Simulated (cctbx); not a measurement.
# Reading a Patterson map

Space group P4/nmm (no. 129, origin choice 1), a = 11.3720 Å, b = 11.3720 Å, c = 7.8580 Å, α = 90.00°, β = 90.00°, γ = 90.00°, content Sm6 Ge8 Co58 B20.

The data are simulated with cctbx, not measured: Cu Kα, λ = 1.54184 Å, to d = 0.83 Å, 50 % of the full sphere, strongest reflection 5000 counts, noise from counting, a 6 % proportional error and a noise floor of 15 counts (s.d.); no absorption, some extinction.

Patterson synthesis, origin scaled to 1000:

```text
Patterson group P 4/m m m
      u       v       w   height  length (A)
  0.000   0.000   0.000   1000.0     0.00
  0.500   0.500   0.000    620.3     8.04
  0.000   0.500   0.000    340.3     5.69
  0.250   0.250   0.500    339.0     5.62
  0.000   0.242   0.000    137.0     2.75
  0.257   0.500   0.500    134.1     7.51
  0.000   0.240   0.500    126.8     4.78
  0.124   0.124   0.238    122.9     2.73
  0.126   0.368   0.241    117.9     4.82
  0.500   0.500   0.341     98.1     8.48
  0.366   0.366   0.267     92.2     6.25
  0.244   0.500   0.000     90.9     6.33
  0.000   0.165   0.500     88.3     4.35
  0.142   0.500   0.345     78.5     6.50
```

**Question.** Which atom pairs make the peaks, and where is the heaviest atom?

A peak at u stands for all pairs with xi − xj = u, with weight Σ ZiZj against Σ Z² = 74038 at the origin. Peak heights follow these weights only roughly, since form factors, motion and series ripples differ, all vectors within 0.55 Å of a peak are counted as merged into it though the farther ones add only part of their weight, and F(000) is left out, which lowers the whole map:

| u | v | w | shortest length (Å) | height | 1000 ΣZiZj/ΣZ² | pairs in the cell |
| --- | --- | --- | --- | --- | --- | --- |
| 0.500 | 0.500 | 0.000 | 8.04 | 620 | 804 | 50 × Co–Co, 6 × Sm–Sm |
| 0.000 | 0.500 | 0.000 | 5.69 | 340 | 339 | 4 × Sm–Sm, 4 × Sm–Co, 4 × Co–Co, 4 × B–B |
| 0.250 | 0.250 | 0.500 | 5.62 | 339 | 319 | 4 × Sm–Sm, 4 × Sm–Co, 2 × Co–Co, 4 × B–B |
| 0.000 | 0.242 | 0.000 | 2.75 | 137 | 230 | 14 × Co–Co, 4 × Sm–Co, 4 × B–B |
| 0.257 | 0.500 | 0.500 | 7.50 | 134 | 229 | 8 × Sm–Co, 4 × Co–Co, 4 × Co–B, 4 × B–B |
| 0.000 | 0.240 | 0.500 | 4.78 | 127 | 260 | 8 × Sm–Co, 8 × Co–Co |
| 0.124 | 0.124 | 0.238 | 2.73 | 123 | 236 | 14 × Co–Co, 4 × Sm–Co, 4 × Co–B |
| 0.126 | 0.368 | 0.241 | 4.81 | 118 | 244 | 8 × Sm–Co, 6 × Co–Co, 2 × Co–B |
| 0.500 | 0.500 | 0.341 | 8.48 | 98 | 138 | 8 × Co–Co, 4 × Ge–Ge, 2 × Co–B, 1 × B–B |
| 0.366 | 0.366 | 0.267 | 6.25 | 92 | 153 | 4 × Sm–Co, 6 × Co–Co, 2 × Co–B |

The table stops at ten peaks or at a height of 45, below which ripples compete. In the model behind the data Sm, the heaviest element, has 2 independent sites: (0, 0, 1/2) and (1/4, 1/4, 0), up to an allowed shift of origin; the Sm–Sm vectors are differences of these positions and their symmetry mates. The whole model:

```
atom  mult.       x       y       z  Ueq (Å²)
 Sm1      2       0       0     1/2    0.0141
 Sm2      4     1/4     1/4       0    0.0161
 Ge1      8  0.3124     1/2  0.8342    0.0168
 Co1     16  0.1558  0.1728  0.3298    0.0216
 Co2      8  0.7678     1/2  0.5309    0.0198
 Co3      2       0     1/2  0.5214    0.0182
 Co4      8  0.3897     1/2  0.1048    0.0178
 Co5      8  0.8841  0.3841  0.7465    0.0188
 Co6      8  0.8960  0.3960  0.2906    0.0207
 Co7      8  0.8367     1/2  0.0294    0.0174
  B1      8  0.7992  0.2992  0.5451    0.0304
  B2      2       0     1/2  0.9349    0.0347
  B3      2       0     1/2  0.1998    0.0290
  B4      8  0.7691     1/2  0.2342    0.0338
```

The model is made up (kin elements in a known structure type, no relaxation), so it says nothing on whether the phase exists.

[Logs are printed without paths, hosts, clocks, repeated set-up lines and the standing remarks that a program may print on its own settings, such as how far it seeks lower states.]
